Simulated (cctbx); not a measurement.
## What is wrong with this refinement?

Cell a = 7.8720 Å, b = 11.0570 Å, c = 6.6535 Å, α = 90.00°, β = 124.85°, γ = 90.00°; space group C2/m (no. 12). The compound is La3Mn4CdO12.

The data are simulated with cctbx, not measured: Cu Kα, λ = 1.54184 Å, to d = 0.8 Å, 70 % of the full sphere, strongest reflection 40000 counts, noise from counting, a 1.5 % proportional error and a noise floor of 15 counts (s.d.); no absorption.

An anisotropic refinement with weights 1/σ² prints:

```text
Rint 0.016, 511 unique reflections to 0.80 A
cycle     R1     wR2    GooF  max shift (A)
   1  0.0255  0.0399   1.501   0.03448
   6  0.0139  0.0259   0.974   0.00044
final R1 0.0139 wR2 0.0259 GooF 0.974  parameters 57  data/parameter 9.0
atom        x        y        z      Ueq    occ   su(xyz)  su(Uiso or U11)
La1    0.25000  0.25000  0.50000   0.0160  1.000  0.00000  0.0003
La2    0.50000  0.00000  0.00000   0.0153  1.000  0.00000  0.0005
Cd1    0.00000  0.00000  0.00000   0.0129  1.000  0.00000  0.0006
Mn1    0.00000  0.00000  0.50000   0.0269  1.000  0.00000  0.0018
Mn2    0.50000  0.00000  0.50000   0.0268  1.000  0.00000  0.0018
Mn3    0.25000  0.25000  0.00000   0.0224  1.000  0.00000  0.0010
O1     0.50000  0.24384  0.00000   0.0255  1.000  0.00122  0.0040
O2     0.25947  0.00000  0.50938   0.0405  1.000  0.00269  0.0068
O3     0.61088  0.86447  0.75034   0.0311  1.000  0.00174  0.0039
O4     0.61964  0.37618  0.75156   0.0388  1.000  0.00181  0.0035
difference map: max 1.32 min -1.21 rms 0.34
Q1    0.0327  0.0000  0.8777    4    1.38  0.98 A from Cd1
Q2    0.1586  0.0673  0.0281    8    1.31  1.37 A from Cd1
Q3    0.1516  0.0000  0.1637    4    1.23  1.06 A from Cd1
Q4    0.0995  0.3868  0.1058    8    1.20  1.43 A from La2
Q5    0.1747  0.3035  0.5814    8    1.10  1.17 A from La1
Q6    0.0000  0.1520  0.0000    4    1.09  1.15 A from O1
```

**Question.** Can this result stand? If not, what is the likely fault?

It can stand. The set-up had a fault (anomalous dispersion left out), but the figures of merit move little: R1 = 0.0139, wR2 = 0.0259, GooF = 0.97 against R1 = 0.0129, wR2 = 0.0252, GooF = 0.95 for the right model.

The compound is La3Mn4CdO12. The right model at the same level gives:

```text
Rint 0.016, 511 unique reflections to 0.80 A
cycle     R1     wR2    GooF  max shift (A)
   1  0.0229  0.0375   1.413   0.04422
   4  0.0129  0.0252   0.948   0.00010
final R1 0.0129 wR2 0.0252 GooF 0.948  parameters 57  data/parameter 9.0
atom        x        y        z      Ueq    occ   su(xyz)  su(Uiso or U11)
La1    0.25000  0.25000  0.50000   0.0163  1.000  0.00000  0.0004
La2    0.50000  0.00000  0.00000   0.0160  1.000  0.00000  0.0006
Cd1    0.00000  0.00000  0.00000   0.0131  1.000  0.00000  0.0007
Mn1    0.00000  0.00000  0.50000   0.0272  1.000  0.00000  0.0021
Mn2    0.50000  0.00000  0.50000   0.0261  1.000  0.00000  0.0020
Mn3    0.25000  0.25000  0.00000   0.0220  1.000  0.00000  0.0011
O1     0.50000  0.24377  0.00000   0.0270  1.000  0.00150  0.0051
O2     0.26245  0.00000  0.51011   0.0380  1.000  0.00346  0.0075
O3     0.60963  0.86351  0.74952   0.0335  1.000  0.00223  0.0049
O4     0.62399  0.37560  0.75476   0.0361  1.000  0.00225  0.0042
difference map: max 1.15 min -1.18 rms 0.31
Q1    0.1570  0.5000  0.7998    4    1.19  1.54 A from O3
Q2    0.0000  0.1555  0.0000    4    1.12  1.11 A from O1
Q3    0.1522  0.0000  0.1661    4    1.06  1.07 A from Cd1
Q4    0.1782  0.4676  0.1149    8    1.05  1.21 A from La2
Q5    0.1407  0.0000  0.0059    4    1.04  1.09 A from Cd1
Q6    0.1547  0.3946  0.6298    8    0.99  1.10 A from O3
```

The model is made up (kin elements in a known structure type, no relaxation), so it says nothing on whether the phase exists.

[Middle refinement cycles are left out of these outputs.]

[Logs are printed without paths, hosts, clocks, repeated set-up lines and the standing remarks that a program may print on its own settings, such as how far it seeks lower states.]
